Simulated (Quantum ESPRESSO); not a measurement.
# MnCuAs: spin-resolved density of states, part 2 of 2

Aim: the densities of states of MnCuAs in the lowest state of several starts.

Quantum ESPRESSO 7.5; LDA; plane waves with GBRV 1.5 LDA potentials, no spin-orbit coupling.

So far, absolute magnetization (μB): step 2 (ground-state run) 15.9.

## (3) Post-processing

Level of this step: LDA; plane waves with GBRV 1.5 LDA potentials, no spin-orbit coupling, projections on orthogonalised atomic orbitals (Quantum ESPRESSO).

The input, projwfc.in:

```
&PROJWFC
  prefix = 'pwscf'
  outdir = './tmp'
  filpdos = 'pdos'
  ngauss = 0
  degauss = 0.01
  DeltaE = 0.05
  Emin = 3.32
  Emax = 17.32
/
```

Launch:

```bash
OMP_NUM_THREADS=1 mpirun -n 4 projwfc.x -nk 4 -in projwfc.in > projwfc.out
```

The log of the run:

```text
[banner, memory and clock lines left out]
Program PROJWFC v.7.5 starts

     [... lines left out ...]
     IMPORTANT: XC functional enforced from input :
     Exchange-correlation= PZ
                           (   1   1   0   0   0   0   0)
     Any further DFT definition will be discarded
     Please, verify this is what you really want

     G-vector sticks info

     Check: negative core charge=   -0.000024

     negative rho (up, down):  2.536E-05 2.535E-05

     Gaussian broadening (read from input): ngauss,degauss=   0    0.010000

     Calling projwave ....

  Problem Sizes
  natomwfc =          120
  nbnd     =          100
  nkstot   =           90
  npwx     =         5440
  nkb      =          216

     Atomic states used for projection
     (read from pseudopotential files):

     state #   1: atom   1 (Mn1), wfc  1 (l=0 m= 1)
     state #   2: atom   1 (Mn1), wfc  2 (l=1 m= 1)
     state #   3: atom   1 (Mn1), wfc  2 (l=1 m= 2)
     state #   4: atom   1 (Mn1), wfc  2 (l=1 m= 3)
     state #   5: atom   1 (Mn1), wfc  3 (l=0 m= 1)
     state #   6: atom   1 (Mn1), wfc  4 (l=2 m= 1)
     state #   7: atom   1 (Mn1), wfc  4 (l=2 m= 2)
     state #   8: atom   1 (Mn1), wfc  4 (l=2 m= 3)
     state #   9: atom   1 (Mn1), wfc  4 (l=2 m= 4)
     state #  10: atom   1 (Mn1), wfc  4 (l=2 m= 5)
     state #  11: atom   1 (Mn1), wfc  5 (l=1 m= 1)
     state #  12: atom   1 (Mn1), wfc  5 (l=1 m= 2)
     state #  13: atom   1 (Mn1), wfc  5 (l=1 m= 3)
     state #  14: atom   2 (Mn2), wfc  1 (l=0 m= 1)
     state #  15: atom   2 (Mn2), wfc  2 (l=1 m= 1)
     state #  16: atom   2 (Mn2), wfc  2 (l=1 m= 2)
     state #  17: atom   2 (Mn2), wfc  2 (l=1 m= 3)
     state #  18: atom   2 (Mn2), wfc  3 (l=0 m= 1)
     state #  19: atom   2 (Mn2), wfc  4 (l=2 m= 1)
     state #  20: atom   2 (Mn2), wfc  4 (l=2 m= 2)
     state #  21: atom   2 (Mn2), wfc  4 (l=2 m= 3)
     state #  22: atom   2 (Mn2), wfc  4 (l=2 m= 4)
     state #  23: atom   2 (Mn2), wfc  4 (l=2 m= 5)
     state #  24: atom   2 (Mn2), wfc  5 (l=1 m= 1)
[...]
state #  37: atom   3 (Mn2), wfc  5 (l=1 m= 1)
     state #  38: atom   3 (Mn2), wfc  5 (l=1 m= 2)
     state #  39: atom   3 (Mn2), wfc  5 (l=1 m= 3)
     state #  40: atom   4 (Mn1), wfc  1 (l=0 m= 1)
     state #  41: atom   4 (Mn1), wfc  2 (l=1 m= 1)
     state #  42: atom   4 (Mn1), wfc  2 (l=1 m= 2)
     state #  43: atom   4 (Mn1), wfc  2 (l=1 m= 3)
     state #  44: atom   4 (Mn1), wfc  3 (l=0 m= 1)
     state #  45: atom   4 (Mn1), wfc  4 (l=2 m= 1)
     state #  46: atom   4 (Mn1), wfc  4 (l=2 m= 2)
     state #  47: atom   4 (Mn1), wfc  4 (l=2 m= 3)
     state #  48: atom   4 (Mn1), wfc  4 (l=2 m= 4)
     state #  49: atom   4 (Mn1), wfc  4 (l=2 m= 5)
     state #  50: atom   4 (Mn1), wfc  5 (l=1 m= 1)
     state #  51: atom   4 (Mn1), wfc  5 (l=1 m= 2)
     state #  52: atom   4 (Mn1), wfc  5 (l=1 m= 3)
     state #  53: atom   5 (Cu ), wfc  1 (l=0 m= 1)
     state #  54: atom   5 (Cu ), wfc  2 (l=1 m= 1)
     state #  55: atom   5 (Cu ), wfc  2 (l=1 m= 2)
     state #  56: atom   5 (Cu ), wfc  2 (l=1 m= 3)
     state #  57: atom   5 (Cu ), wfc  3 (l=2 m= 1)
     state #  58: atom   5 (Cu ), wfc  3 (l=2 m= 2)
     state #  59: atom   5 (Cu ), wfc  3 (l=2 m= 3)
     state #  60: atom   5 (Cu ), wfc  3 (l=2 m= 4)
     state #  61: atom   5 (Cu ), wfc  3 (l=2 m= 5)
     state #  62: atom   5 (Cu ), wfc  4 (l=0 m= 1)
     state #  63: atom   5 (Cu ), wfc  5 (l=1 m= 1)
     state #  64: atom   5 (Cu ), wfc  5 (l=1 m= 2)
     state #  65: atom   5 (Cu ), wfc  5 (l=1 m= 3)
     state #  66: atom   6 (Cu ), wfc  1 (l=0 m= 1)
     state #  67: atom   6 (Cu ), wfc  2 (l=1 m= 1)
     state #  68: atom   6 (Cu ), wfc  2 (l=1 m= 2)
     state #  69: atom   6 (Cu ), wfc  2 (l=1 m= 3)
     state #  70: atom   6 (Cu ), wfc  3 (l=2 m= 1)
     state #  71: atom   6 (Cu ), wfc  3 (l=2 m= 2)
     state #  72: atom   6 (Cu ), wfc  3 (l=2 m= 3)
     state #  73: atom   6 (Cu ), wfc  3 (l=2 m= 4)
     state #  74: atom   6 (Cu ), wfc  3 (l=2 m= 5)
     state #  75: atom   6 (Cu ), wfc  4 (l=0 m= 1)
     state #  76: atom   6 (Cu ), wfc  5 (l=1 m= 1)
[...]
state #  89: atom   7 (Cu ), wfc  5 (l=1 m= 1)
     state #  90: atom   7 (Cu ), wfc  5 (l=1 m= 2)
     state #  91: atom   7 (Cu ), wfc  5 (l=1 m= 3)
     state #  92: atom   8 (Cu ), wfc  1 (l=0 m= 1)
     state #  93: atom   8 (Cu ), wfc  2 (l=1 m= 1)
     state #  94: atom   8 (Cu ), wfc  2 (l=1 m= 2)
     state #  95: atom   8 (Cu ), wfc  2 (l=1 m= 3)
     state #  96: atom   8 (Cu ), wfc  3 (l=2 m= 1)
     state #  97: atom   8 (Cu ), wfc  3 (l=2 m= 2)
     state #  98: atom   8 (Cu ), wfc  3 (l=2 m= 3)
     state #  99: atom   8 (Cu ), wfc  3 (l=2 m= 4)
     state # 100: atom   8 (Cu ), wfc  3 (l=2 m= 5)
     state # 101: atom   8 (Cu ), wfc  4 (l=0 m= 1)
     state # 102: atom   8 (Cu ), wfc  5 (l=1 m= 1)
     state # 103: atom   8 (Cu ), wfc  5 (l=1 m= 2)
     state # 104: atom   8 (Cu ), wfc  5 (l=1 m= 3)
     state # 105: atom   9 (As ), wfc  1 (l=0 m= 1)
     state # 106: atom   9 (As ), wfc  2 (l=1 m= 1)
     state # 107: atom   9 (As ), wfc  2 (l=1 m= 2)
     state # 108: atom   9 (As ), wfc  2 (l=1 m= 3)
     state # 109: atom  10 (As ), wfc  1 (l=0 m= 1)
     state # 110: atom  10 (As ), wfc  2 (l=1 m= 1)
     state # 111: atom  10 (As ), wfc  2 (l=1 m= 2)
     state # 112: atom  10 (As ), wfc  2 (l=1 m= 3)
     state # 113: atom  11 (As ), wfc  1 (l=0 m= 1)
     state # 114: atom  11 (As ), wfc  2 (l=1 m= 1)
     state # 115: atom  11 (As ), wfc  2 (l=1 m= 2)
     state # 116: atom  11 (As ), wfc  2 (l=1 m= 3)
     state # 117: atom  12 (As ), wfc  1 (l=0 m= 1)
     state # 118: atom  12 (As ), wfc  2 (l=1 m= 1)
     state # 119: atom  12 (As ), wfc  2 (l=1 m= 2)
     state # 120: atom  12 (As ), wfc  2 (l=1 m= 3)

 [... projections of the bands left out ...]

Lowdin Charges:

     Atom #   1: total charge =  15.2005, s =  2.4193, p =  7.1703, d =  5.6109,
                 spin up      =   9.5707, s =  1.2336,
                 spin up      =   9.5707, p =  3.6186, pz=  1.2168, px=  1.2026, py=  1.1992,
                 spin up      =   9.5707, d =  4.7185, dz2=  0.9381, dxz=  0.9406, dyz=  0.9400, dx2-y2=  0.9638, dxy=  0.9360,
                 spin down    =   5.6298, s =  1.1857,
                 spin down    =   5.6298, p =  3.5517, pz=  1.1913, px=  1.1788, py=  1.1816,
                 spin down    =   5.6298, d =  0.8924, dz2=  0.2010, dxz=  0.1937, dyz=  0.1755, dx2-y2=  0.1042, dxy=  0.2180,
                 polarization =   3.9409, s =  0.0479, p =  0.0669, d =  3.8261,
     Atom #   2: total charge =  15.2005, s =  2.4193, p =  7.1703, d =  5.6109,
                 spin up      =   5.6298, s =  1.1857,
                 spin up      =   5.6298, p =  3.5517, pz=  1.1913, px=  1.1788, py=  1.1816,
                 spin up      =   5.6298, d =  0.8924, dz2=  0.2010, dxz=  0.1937, dyz=  0.1755, dx2-y2=  0.1042, dxy=  0.2180,
                 spin down    =   9.5707, s =  1.2336,
                 spin down    =   9.5707, p =  3.6186, pz=  1.2168, px=  1.2026, py=  1.1992,
                 spin down    =   9.5707, d =  4.7185, dz2=  0.9381, dxz=  0.9406, dyz=  0.9400, dx2-y2=  0.9638, dxy=  0.9360,
                 polarization =  -3.9409, s = -0.0479, p = -0.0669, d = -3.8261,
     Atom #   3: total charge =  15.2005, s =  2.4193, p =  7.1703, d =  5.6109,
                 spin up      =   5.6298, s =  1.1857,
                 spin up      =   5.6298, p =  3.5517, pz=  1.1913, px=  1.1788, py=  1.1816,
                 spin up      =   5.6298, d =  0.8924, dz2=  0.2010, dxz=  0.1937, dyz=  0.1755, dx2-y2=  0.1042, dxy=  0.2180,
                 spin down    =   9.5707, s =  1.2336,
                 spin down    =   9.5707, p =  3.6186, pz=  1.2168, px=  1.2026, py=  1.1992,
                 spin down    =   9.5707, d =  4.7185, dz2=  0.9381, dxz=  0.9406, dyz=  0.9400, dx2-y2=  0.9638, dxy=  0.9360,
                 polarization =  -3.9409, s = -0.0479, p = -0.0669, d = -3.8261,
     Atom #   4: total charge =  15.2005, s =  2.4193, p =  7.1703, d =  5.6109,
                 spin up      =   9.5707, s =  1.2336,
                 spin up      =   9.5707, p =  3.6186, pz=  1.2168, px=  1.2026, py=  1.1992,
                 spin up      =   9.5707, d =  4.7185, dz2=  0.9381, dxz=  0.9406, dyz=  0.9400, dx2-y2=  0.9638, dxy=  0.9360,
                 spin down    =   5.6298, s =  1.1857,
                 spin down    =   5.6298, p =  3.5517, pz=  1.1913, px=  1.1788, py=  1.1816,
                 spin down    =   5.6298, d =  0.8924, dz2=  0.2010, dxz=  0.1937, dyz=  0.1755, dx2-y2=  0.1042, dxy=  0.2180,
                 polarization =   3.9409, s =  0.0479, p =  0.0669, d =  3.8261,
     Atom #   5: total charge =  19.1447, s =  2.4632, p =  7.2409, d =  9.4406,
                 spin up      =   9.5691, s =  1.2312,
                 spin up      =   9.5691, p =  3.6159, pz=  1.2170, px=  1.1983, py=  1.2006,
                 spin up      =   9.5691, d =  4.7220, dz2=  0.9510, dxz=  0.9442, dyz=  0.9337, dx2-y2=  0.9495, dxy=  0.9435,
                 spin down    =   9.5756, s =  1.2320,
                 spin down    =   9.5756, p =  3.6250, pz=  1.2233, px=  1.2020, py=  1.1997,
                 spin down    =   9.5756, d =  4.7186, dz2=  0.9312, dxz=  0.9507, dyz=  0.9423, dx2-y2=  0.9512, dxy=  0.9431,
                 polarization =  -0.0065, s = -0.0008, p = -0.0091, d =  0.0034,
     Atom #   6: total charge =  19.1447, s =  2.4632, p =  7.2409, d =  9.4406,
                 spin up      =   9.5756, s =  1.2320,
                 spin up      =   9.5756, p =  3.6250, pz=  1.2233, px=  1.2020, py=  1.1997,
                 spin up      =   9.5756, d =  4.7186, dz2=  0.9312, dxz=  0.9507, dyz=  0.9423, dx2-y2=  0.9512, dxy=  0.9431,
                 spin down    =   9.5691, s =  1.2312,
                 spin down    =   9.5691, p =  3.6159, pz=  1.2170, px=  1.1983, py=  1.2006,
                 spin down    =   9.5691, d =  4.7220, dz2=
```

The job ended after 7.8 s (4 MPI ranks of Intel Xeon Platinum 8375C at 2.90GHz (Ice Lake), shared host; peak memory 0.58 GiB).

The density of states has structure finer than the step of the table below, so its rows give means over 0.5 eV, whole bins alone (the curve runs from -9.00 to 5.05 eV). Peaks (eV: height): up = down -4.60: 9.07, -3.20: 15.6, -1.80: 6.75, 1.00: 8.16; Mn1 d up -2.30: 2.91, -1.80: 1.63; Mn1 d down 1.00: 3.09; Mn2 d up 1.00: 3.09; Mn2 d down -2.30: 2.91, -1.80: 1.63.

Gaussian broadening of 0.136 eV on the SCF mesh. The density of states by energy, zero at the Fermi level; means over each step; 7 of 9 lines; values in states/eV/cell:

```
energy (eV)  up = down  Mn1 d up  Mn1 d down  Mn2 d up  Mn2 d down  Cu5 d up  Cu5 d down
       -8.0          0         0           0         0           0         0           0
       -7.5     0.0130    1.5e-4      7.5e-5    7.5e-5      1.5e-4    5.0e-5      5.0e-5
       -7.0      0.814    0.0145     0.00633   0.00632      0.0145   0.00810     0.00806
       -6.5       3.03    0.0633      0.0253    0.0253      0.0633    0.0554      0.0543
       -6.0       2.69    0.0603      0.0209    0.0209      0.0603    0.0980      0.0968
       -5.5       2.13    0.0591      0.0160    0.0160      0.0591     0.116       0.118
       -5.0       4.92     0.168      0.0348    0.0348       0.168     0.430       0.433
       -4.5       7.65     0.364      0.0688    0.0688       0.364     0.912       0.920
       -4.0       9.04     0.432      0.0718    0.0718       0.432      1.57        1.52
       -3.5       13.1     0.768      0.0747    0.0747       0.768      2.41        2.49
       -3.0       12.5      1.32       0.113     0.113        1.32      2.10        2.01
       -2.5       9.76      2.59       0.121     0.121        2.59     0.805       0.825
       -2.0       5.88      1.67       0.121     0.121        1.67     0.332       0.357
       -1.5       5.37      1.03       0.278     0.278        1.03     0.290       0.304
       -1.0       3.61     0.517       0.287     0.287       0.517     0.164       0.161
       -0.5       2.87     0.309       0.365     0.365       0.309     0.102      0.0867
        0.0       1.70    0.0697       0.433     0.433      0.0697    0.0442      0.0342
        0.5       5.16     0.105        1.76      1.76       0.105    0.0722      0.0710
        1.0       7.53     0.107        2.77      2.77       0.107    0.0604      0.0634
        1.5       5.09    0.0671        1.55      1.55      0.0671    0.0470      0.0517
        2.0       2.37    0.0301       0.513     0.513      0.0301    0.0235      0.0288
        2.5       2.60    0.0259       0.302     0.302      0.0259    0.0239      0.0257
        3.0       2.68    0.0249       0.207     0.207      0.0249    0.0214      0.0214
        3.5       1.70    0.0139      0.0994    0.0994      0.0139    0.0138      0.0130
        4.0       2.48    0.0169       0.106     0.106      0.0169    0.0221      0.0202
        4.5       2.84    0.0187      0.0977    0.0977      0.0187    0.0220      0.0217
```

## (4) Outcome

| Item | Value |
| --- | --- |
| state | antiferromagnetic |
| largest moment in a sphere | 3.62 μB |

What this shows: Distinct peaks of the density of states (up = down) stand at -4.60, -3.20, -1.80 and 1.00 eV; the one at -3.20 eV is strongest. These are Kohn–Sham states without spin–orbit coupling, on the mesh of the self-consistent run. The moments are opposed on like sites, so the totals of the two spins are equal and the projections on single atoms show the splitting. Energies are free energies at an electronic temperature of 1160 K, which lowers moments and differences where the moments are itinerant.

[Logs and program files are shortened in this print: banners, set-up blocks, solver, clock and traceback lines can be left out without a mark of their own.]

[Logs are printed without paths, hosts, clocks, repeated set-up lines and the standing remarks that a program may print on its own settings, such as how far it seeks lower states.]

[Hosts, paths, dates, database ids (printed as entryN), source tags and the programs' standing remarks are cut or masked in the printed files.]

[Where a cell is said to come from a database of computed structures, the database is the Materials Project.]
